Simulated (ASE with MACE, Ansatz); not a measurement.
**Which site? W in place of Mo in Σ9 (221)[1-10] symmetric tilt boundary in Mo (40 atoms)**

Aim: make W in place of Mo at several sites of Σ9 (221)[1-10] symmetric tilt boundary in Mo (40 atoms), relax each, and compare their energies.

Method: Kohn-Sham DFT, PBE, PAW (set soft_2), plane waves, in Ansatz 0.2.0.

## 1. Set-up

The cell holds 40 atoms: 40 Mo. Cell: a = 7.066 Å, b = 7.066 Å, c = 21.967 Å, α = 90.0°, β = 90.0°, γ = 36.9°. It derives from Mo. Two grains of Mo, one the mirror image of the other in the boundary plane, two boundaries a cell; of 4 trial joints (lateral shifts, openings, close atoms taken out) the lowest after a short relaxation with the MACE-MP-0b2 potential was kept (shift [0.5, 0.0] of the surface cell, opening 0.96 Å, one of each pair under 1.92 Å removed), then its atoms and the cell's length along the normal were relaxed with that potential. Lattice constants are starting values near those of PBE. Regions: lower grain, 20 atoms (20 Mo); upper grain, 20 atoms (20 Mo).

What the set-up can't give: The cell is under 6 Å thick along two periodic directions, so every atom has periodic images of itself close by, which move with it and show among its neighbours and in g(r).

## 2. Single point at the start

The forces at the start show how far the geometry lies from a minimum of this functional.

input.yaml

```yaml
crystal:
  lattice:
    - [7.06597, 0.0, 0.0]
    - [5.65278, 4.23958, 0.0]
    - [0.0, 0.0, 21.96667]
  atoms:
    - { symbol: Mo, position: [0.74291, 0.78918, 0.00269] }
    - { symbol: Mo, position: [0.14199, 0.19171, 0.01156] }
    - { symbol: Mo, position: [0.57394, 0.53539, 0.05111] }
    - { symbol: Mo, position: [0.96889, 0.93165, 0.06981] }
    - { symbol: Mo, position: [0.34093, 0.3309, 0.08434] }
    - { symbol: Mo, position: [0.71328, 0.73831, 0.11916] }
    - { symbol: Mo, position: [0.12235, 0.10904, 0.14335] }
    - { symbol: Mo, position: [0.51154, 0.49207, 0.16899] }
    - { symbol: Mo, position: [0.88589, 0.89102, 0.19025] }
    - { symbol: Mo, position: [0.27165, 0.28596, 0.2122] }
    - { symbol: Mo, position: [0.67273, 0.65853, 0.24409] }
    - { symbol: Mo, position: [0.05851, 0.05344, 0.26604] }
    - { symbol: Mo, position: [0.43289, 0.45238, 0.2873] }
    - { symbol: Mo, position: [0.82208, 0.83543, 0.31295] }
    - { symbol: Mo, position: [0.23113, 0.20616, 0.33713] }
    - { symbol: Mo, position: [0.60356, 0.61352, 0.37194] }
    - { symbol: Mo, position: [0.97558, 0.01277, 0.38648] }
    - { symbol: Mo, position: [0.37052, 0.40903, 0.40517] }
    - { symbol: Mo, position: [0.80252, 0.75268, 0.44473] }
    - { symbol: Mo, position: [0.20156, 0.15528, 0.45359] }
    - { symbol: Mo, position: [0.24291, 0.78918, 0.9536] }
    - { symbol: Mo, position: [0.64199, 0.19171, 0.94473] }
    - { symbol: Mo, position: [0.07394, 0.53539, 0.90518] }
    - { symbol: Mo, position: [0.46889, 0.93165, 0.88648] }
    - { symbol: Mo, position: [0.84093, 0.3309, 0.87195] }
    - { symbol: Mo, position: [0.21328, 0.73831, 0.83712] }
    - { symbol: Mo, position: [0.62235, 0.10904, 0.81294] }
    - { symbol: Mo, position: [0.01154, 0.49207, 0.7873] }
    - { symbol: Mo, position: [0.38589, 0.89102, 0.76603] }
    - { symbol: Mo, position: [0.77165, 0.28596, 0.74409] }
    - { symbol: Mo, position: [0.17273, 0.65853, 0.7122] }
    - { symbol: Mo, position: [0.55851, 0.05344, 0.69025] }
    - { symbol: Mo, position: [0.93289, 0.45238, 0.66899] }
    - { symbol: Mo, position: [0.32208, 0.83543, 0.64334] }
    - { symbol: Mo, position: [0.73113, 0.20616, 0.61916] }
    - { symbol: Mo, position: [0.10356, 0.61352, 0.58434] }
    - { symbol: Mo, position: [0.47558, 0.01277, 0.56981] }
    - { symbol: Mo, position: [0.87052, 0.40902, 0.55112] }
    - { symbol: Mo, position: [0.30252, 0.75268, 0.51155] }
    - { symbol: Mo, position: [0.70157, 0.15528, 0.50269] }
kpoints:
  mp_grid: { grid: [4, 4, 1] }
hamiltonian:
  xc: pbe
scf:
  occupations: { method: fermi_dirac, width: 0.1 }
output:
  forces: true
```

The run is started by

```bash
> ansatz run input.yaml --threads 6 --pin off --max-ram 102400MiB --backend cuda --events-out ev --progress --plain --runs-dir out
```

Numbers of over 12 decimals in the logs are rounded to 6 here.

Log:

```text
Warning: the atoms were moved onto the symmetric positions of the space group found under crystal.symmetry.tolerance 1.0e-5 (fractional; no operation is sought that the atoms, as they stand in a round, miss by more than twice it, and no atom is moved by as much as it), and the run uses the moved positions. [...]
[...]
Pseudopotentials: kind: paw
Pseudopotential: Mo, paw, valence charge 14, recommended cutoff 420 eV (normal), Mo.paw.azcp
[... 5 lines on functional and potentials left out ...]
concurrent solve slots: 5 of 6 are kept, ahead of what memory takes: no pass of the eigensolver takes more rounds on 5
device memory: the entry about to start is reckoned to put 13.6 GiB on a device that reports 78.6 GiB free
GPU FFT provider: cuFFT
GPU libraries: cuBLAS 13.8.2, cuFFT 12.4.0, cuSOLVER 12.3.4
Crystal: 40 atoms, lattice volume = 658.050 Å³
Basis set: ecut = 420 eV, 12857 PW (Γ), exchange–correlation on 96×96×300 points (8 copies of the dense FFT grid, shifted against one another)
Bands: 336, of which v1, the nominal top of the filled ones, is band 280 counted from 1 (279 counted from 0)
Symmetry: 2 space group operations
Space group: Pc (ITA 7), of the structure as read, at distance tolerance 8.7e-5 Å
k-points: 10 of 16 (time reversal used)
[... 3 lines on functional and potentials left out ...]
Initial density: superposition of atomic densities (neutral atoms: chi_scale 0, normalization atom), corrected by the library's trained network
Initial wavefunctions: pseudopotential atomic-orbital guess
GPU buffer pool allocated for 345600 grid points (all kernels)
GPU transforms: local potential and band sums: pruned to the plane-wave sphere, on 48×48×150
[...]
SCF iter   1: F=—  HF=-198231.542119 eV  |F-HF|=—  |Δ(HF+E_count)|=         —  Δρ=7.20e-3  dr2=2.14e0  ethr=1.77e-3  ⟨swp⟩=4.1  Hψ=10988  notcnv=0
preconditioner: auto → Kerker (q_TF=auto, 2.656 Å⁻¹)  [metal: Δε(μ)=0.011 eV  Ē_g=3.944 eV  σ=0.100 eV  W_gap=0.03  n_scr=190 (ndim 8)  ℏωp=22.4 eV  f_vac=0.000  D(μ)=32.08/eV (n_scr^D=288)]
[...]
SCF iter   6: F=—  HF=-198231.468364 eV  |F-HF|=—  |Δ(HF+E_count)|=   2.56e-3  Δρ=6.97e-6  dr2=5.52e-7  ethr=1.65e-9  ⟨swp⟩=2.0  Hψ=4654  notcnv=0
SCF iter   7: F=-198231.468364 eV  HF=-198231.468364 eV  |F-HF|=2.22e-8  |Δ(HF+E_count)|=   6.78e-8  Δρ=1.92e-6  dr2=3.84e-8  ethr=1.79e-11  ⟨swp⟩=4.0  Hψ=10152  notcnv=0
SCF 1 converged in 7 iterations: F = -198231.468364 eV  dr2 = 3.84e-8
[...]
SCF converged after 7 iterations
Free energy (F): -198231.468364 eV
Harris-Foulkes:  -198231.468364 eV  (|F-HF|=2.22e-8)
Internal energy: -198230.398553 eV  (E = F + TS)
E sigma→0 (E₀):  -198230.933458 eV
Entropy (-TS):   -1.069812 eV (-26.745 meV/atom)
Fermi energy:    19.758803 eV
--- Per-component energies (eV) ---
[...]
Σ components = -198231.468364   (vs F -198231.468364, Δ=0.00e0)
--- Forces (eV/Å), atoms counted from 1 ---
  atom   1  Mo     0.22182400    -0.25346101    -0.05413007
  atom   2  Mo     0.30261283    -0.25560735     0.59915330
  atom   3  Mo     0.22484385     0.27598754     0.09311290
  atom   4  Mo    -0.74660445     0.20667985     0.15336561
[...]
atom  40  Mo    -0.22402508     0.25168452    -0.05678578
  max |Σ_I F_I| component: 5.10e-7 eV/Å
```

The job ended after 6.2 s (1 × NVIDIA H100 80GB HBM3 with 6 threads of AMD EPYC 7R13 (Zen 3), shared host; peak memory 1.2 GiB).

That memory is the host's; the program planned 13.6 GiB on the GPU.

The program notes that positions were snapped to a detected symmetry.

The r.m.s. force at the start is 0.34 eV/Å.

## 3. Relaxation

With the cell held, the atoms are moved downhill towards a nearby minimum.

input.yaml

```yaml
crystal:
  lattice:
    - [7.06597, 0.0, 0.0]
    - [5.65278, 4.23958, 0.0]
    - [0.0, 0.0, 21.96667]
  atoms:
    [... the 40 atom lines of step 2 ...]
kpoints:
  mp_grid: { grid: [4, 4, 1] }
hamiltonian:
  xc: pbe
scf:
  occupations: { method: fermi_dirac, width: 0.1 }
output:
  forces: true
relax:
  f_tol: 0.05
  max_steps: 150
```

Log:

```text
[...]
GPU FFT provider: cuFFT
GPU libraries: cuBLAS 13.8.2, cuFFT 12.4.0, cuSOLVER 12.3.4
Crystal: 40 atoms, lattice volume = 658.050 Å³
Basis set: ecut = 420 eV, 12857 PW (Γ), exchange–correlation on 96×96×300 points (8 copies of the dense FFT grid, shifted against one another)
Bands: 336, of which v1, the nominal top of the filled ones, is band 280 counted from 1 (279 counted from 0)
Symmetry: 2 space group operations
[...]
k-points: 10 of 16 (time reversal used)
[...]
GPU buffer pool allocated for 345600 grid points (all kernels)
[...]
SCF iter   1: F=—  HF=-198231.542119 eV  |F-HF|=—  |Δ(HF+E_count)|=         —  Δρ=7.20e-3  dr2=2.14e0  ethr=1.77e-3  ⟨swp⟩=4.1  Hψ=10988  notcnv=0
[...]
SCF iter   6: F=-198231.468364 eV  HF=-198231.468364 eV  |F-HF|=3.28e-7  |Δ(HF+E_count)|=   1.00e-6  Δρ=6.98e-6  dr2=5.56e-7  ethr=1.65e-9  ⟨swp⟩=1.6  Hψ=8055  notcnv=0
SCF 1 converged in 6 iterations: F = -198231.468364 eV  dr2 = 5.56e-7
[...]
relax step   1: F+E_penalty+E_count = -198231.46836404 eV  Δ(F+E_penalty+E_count) = +0.000e0 eV  max|allowed force component| = 8.715e-1 eV/Å  Δτ_max = 0.0000 Å  (6 SCF iters, dr2 threshold 6.25e-5 eV, accepted)
[...]
relax step   2: F+E_penalty+E_count = -198232.47990373 eV  Δ(F+E_penalty+E_count) = -1.012e0 eV  max|allowed force component| = 4.737e-1 eV/Å  Δτ_max = 0.1976 Å  (6 SCF iters, dr2 threshold 4.75e-5 eV, accepted)
[...]
relax step   3: F+E_penalty+E_count = -198232.63426066 eV  Δ(F+E_penalty+E_count) = -1.544e-1 eV  max|allowed force component| = 1.425e-1 eV/Å  Δτ_max = 0.0464 Å  (6 SCF iters, dr2 threshold 1.40e-5 eV, accepted)
[...]
relax step   4: F+E_penalty+E_count = -198232.65727638 eV  Δ(F+E_penalty+E_count) = -2.302e-2 eV  max|allowed force component| = 3.620e-2 eV/Å  Δτ_max = 0.0242 Å  (6 SCF iters, accepted)
SCF converged after 6 iterations
Free energy (F): -198232.657276 eV
[...]
Internal energy: -198231.725692 eV  (E = F + TS)
E sigma→0 (E₀):  -198232.191484 eV
Entropy (-TS):   -0.931584 eV (-23.290 meV/atom)
Fermi energy:    19.752240 eV
[...]
--- Forces (eV/Å), atoms counted from 1 ---
  atom   1  Mo     0.00084153     0.01097606    -0.00179856
  atom   2  Mo     0.01935267    -0.00992967    -0.01830059
  atom   3  Mo    -0.02373668    -0.01405827    -0.02172414
  atom   4  Mo    -0.00524072    -0.00126388    -0.01081483
  atom   5  Mo     0.00197580    -0.00664482     0.03356834
  atom   6  Mo     0.03535600     0.03619521     0.00406654
  atom   7  Mo    -0.02683771    -0.00383083     0.00688663
  atom   8  Mo     0.01565655     0.02550383    -0.01124907
  atom   9  Mo    -0.00503683     0.01304538    -0.00985501
  atom  10  Mo    -0.01157302     0.01348807     0.01077424
  atom  11  Mo     0.01157368    -0.01337910    -0.01073370
  atom  12  Mo     0.00509333    -0.01311336     0.00997295
  atom  13  Mo    -0.01587987    -0.02560407     0.01126497
  atom  14  Mo     0.02689085     0.00381102    -0.00703392
[...]
atom  39  Mo    -0.01935416     0.00998576    -0.01831476
  atom  40  Mo    -0.00076649    -0.01115707    -0.00184470
  max |Σ_I F_I| component: 5.55e-7 eV/Å
--- Relaxed structure (4 steps of the walk, 4 accepted, 0 SCFs on fresh bases) ---
  F+E_penalty+E_count = -198232.65727638 eV   max|allowed force component| = 3.620e-2 eV/Å
  atoms:
    - { symbol: Mo, position: [0.760303, 0.779552, 0.00397418] }
    - { symbol: Mo, position: [0.165637, 0.175245, 0.019793] }
    - { symbol: Mo, position: [0.567938, 0.543441, 0.051280] }
    - { symbol: Mo, position: [0.947392, 0.941912, 0.069805] }
[...]
- { symbol: Mo, position: [0.684133, 0.164902, 0.503975] }
```

It took 10 s on 1 × NVIDIA H100 80GB HBM3 with 6 threads; peak memory 1.3 GiB; 15 s of CPU time.

That memory is the host's; the program planned 13.6 GiB on the GPU.

The relaxation converged after 4 steps, 1.19 eV below its start, with a largest force component of 0.036 eV/Å.

## 4. Single point at the relaxed geometry

One more single point at the end of the walk gives the fuller output and checks the residual forces.

input.yaml

```yaml
crystal:
  lattice:
    - [7.06597, 0.0, 0.0]
    - [5.65278, 4.23958, 0.0]
    - [0.0, 0.0, 21.96667]
  atoms:
    - { symbol: Mo, position: [0.7603, 0.77955, 0.00397] }
    - { symbol: Mo, position: [0.16564, 0.17525, 0.01979] }
    - { symbol: Mo, position: [0.56794, 0.54344, 0.05128] }
    - { symbol: Mo, position: [0.94739, 0.94191, 0.0698] }
    - { symbol: Mo, position: [0.33015, 0.33702, 0.09237] }
    - { symbol: Mo, position: [0.72024, 0.72716, 0.12108] }
    [... 28 atom lines left out ...]
    - { symbol: Mo, position: [0.72421, 0.21728, 0.62108] }
    - { symbol: Mo, position: [0.11429, 0.60743, 0.59237] }
    - { symbol: Mo, position: [0.49706, 0.00253, 0.5698] }
    - { symbol: Mo, position: [0.87651, 0.401, 0.55128] }
    - { symbol: Mo, position: [0.27881, 0.7692, 0.51979] }
    - { symbol: Mo, position: [0.68413, 0.1649, 0.50397] }
kpoints:
  mp_grid: { grid: [4, 4, 1] }
hamiltonian:
  xc: pbe
scf:
  occupations: { method: fermi_dirac, width: 0.1 }
output:
  forces: true
  stress: true
  populations: true
  dos:
    method: { smearing: { sigma: 0.08 } }
    de: 0.1
    projected:
      site_lists:
        Mo: [Mo]
        lower_grain: [0, 1, 2, 3, 4, 5, 6, 7, 8, 9, 10, 11, 12, 13, 14, 15, 16, 17, 18, 19]
        upper_grain: [20, 21, 22, 23, 24, 25, 26, 27, 28, 29, 30, 31, 32, 33, 34, 35, 36, 37, 38, 39]
  eigenvalues: true
  write_density: true
  write_potential: true
  volumetric_format: npy
```

Log:

```text
[...]
GPU FFT provider: cuFFT
GPU libraries: cuBLAS 13.8.2, cuFFT 12.4.0, cuSOLVER 12.3.4
Crystal: 40 atoms, lattice volume = 658.050 Å³
Basis set: ecut = 420 eV, 12857 PW (Γ), exchange–correlation on 96×96×300 points (8 copies of the dense FFT grid, shifted against one another)
Bands: 336, of which v1, the nominal top of the filled ones, is band 280 counted from 1 (279 counted from 0)
Symmetry: 4 space group operations
[...]
k-points: 10 of 16
[...]
GPU buffer pool allocated for 345600 grid points (all kernels)
[...]
SCF iter   1: F=—  HF=-198232.773404 eV  |F-HF|=—  |Δ(HF+E_count)|=         —  Δρ=7.93e-3  dr2=3.24e0  ethr=1.77e-3  ⟨swp⟩=4.1  Hψ=10859  notcnv=0
[...]
SCF iter   8: F=-198232.657296 eV  HF=-198232.657296 eV  |F-HF|=7.16e-9  |Δ(HF+E_count)|=   2.02e-8  Δρ=1.03e-6  dr2=1.22e-8  ethr=1.79e-11  ⟨swp⟩=12.6  Hψ=25466  notcnv=0
SCF 1 converged in 8 iterations: F = -198232.657296 eV  dr2 = 1.22e-8
[...]
SCF converged after 8 iterations
Free energy (F): -198232.657296 eV
[...]
Internal energy: -198231.725759 eV  (E = F + TS)
E sigma→0 (E₀):  -198232.191528 eV
Entropy (-TS):   -0.931536 eV (-23.288 meV/atom)
Fermi energy:    19.752241 eV
[...]
--- Forces (eV/Å), atoms counted from 1 ---
  atom   1  Mo     0.00080578     0.01127706    -0.00145821
  atom   2  Mo     0.01927817    -0.01008225    -0.01825347
  atom   3  Mo    -0.02375354    -0.01412128    -0.02133484
  atom   4  Mo    -0.00485385    -0.00125640    -0.01067074
  atom   5  Mo     0.00169248    -0.00672291     0.03302681
  atom   6  Mo     0.03537427     0.03619348     0.00359712
  atom   7  Mo    -0.02686004    -0.00384352     0.00656297
  atom   8  Mo     0.01560260     0.02550687    -0.01117356
  atom   9  Mo    -0.00505254     0.01301079    -0.00947851
  atom  10  Mo    -0.01133854     0.01345064     0.00977545
  atom  11  Mo     0.01133854    -0.01345064    -0.00977545
  atom  12  Mo     0.00505254    -0.01301079     0.00947851
  atom  13  Mo    -0.01560260    -0.02550687     0.01117356
  atom  14  Mo     0.02686004     0.00384352    -0.00656297
[...]
atom  39  Mo    -0.01927817     0.01008225    -0.01825347
  atom  40  Mo    -0.00080578    -0.01127706    -0.00145821
  max |Σ_I F_I| component: 8.67e-18 eV/Å
--- Stress (GPa, compression-positive) ---
       -3.052518       0.198589      -0.000000
        0.198589      -1.743562       0.000000
       -0.000000       0.000000      -4.710786
  P = ⅓ Tr σ = -3.1690 GPa (-31.690 kbar)
--- Band table (eV; the first three rows and the last of 10) ---
[...]
--- Löwdin populations: 40 sites ---
  site symbol       q [e]
     0     Mo     14.0016
     1     Mo     13.9454
     2     Mo     13.9557
[...]
39     Mo     14.0016
  spilling = 0.005191 (of n_electrons = 560.000000)
```

Run time: 5.9 s. Hardware: 1 × NVIDIA H100 80GB HBM3 with 6 threads; peak memory 1.6 GiB.

That memory is the host's; the program planned 15.2 GiB on the GPU.

Numbers from this run:

| Quantity | Value |
| --- | --- |
| free energy | -198232.6573 eV |
| free energy per atom | -4955.8164 eV/atom |
| SCF cycles | 8 |
| pressure | -3.169 GPa |
| r.m.s. force component | 0.01683 eV/Å |
| longest force | 0.05074 eV/Å |
| Fermi energy | 19.75 eV |
| levels partly filled by over 2 per cent | 114 |
| spilling of the projection | 0.005191 |

(Continued in part 2 of 2.)

[Logs are printed without paths, hosts, clocks, repeated set-up lines and the standing remarks that a program may print on its own settings, such as how far it seeks lower states.]

[Hosts, paths, dates, database ids (printed as entryN), source tags and the programs' standing remarks are cut or masked in the printed files.]
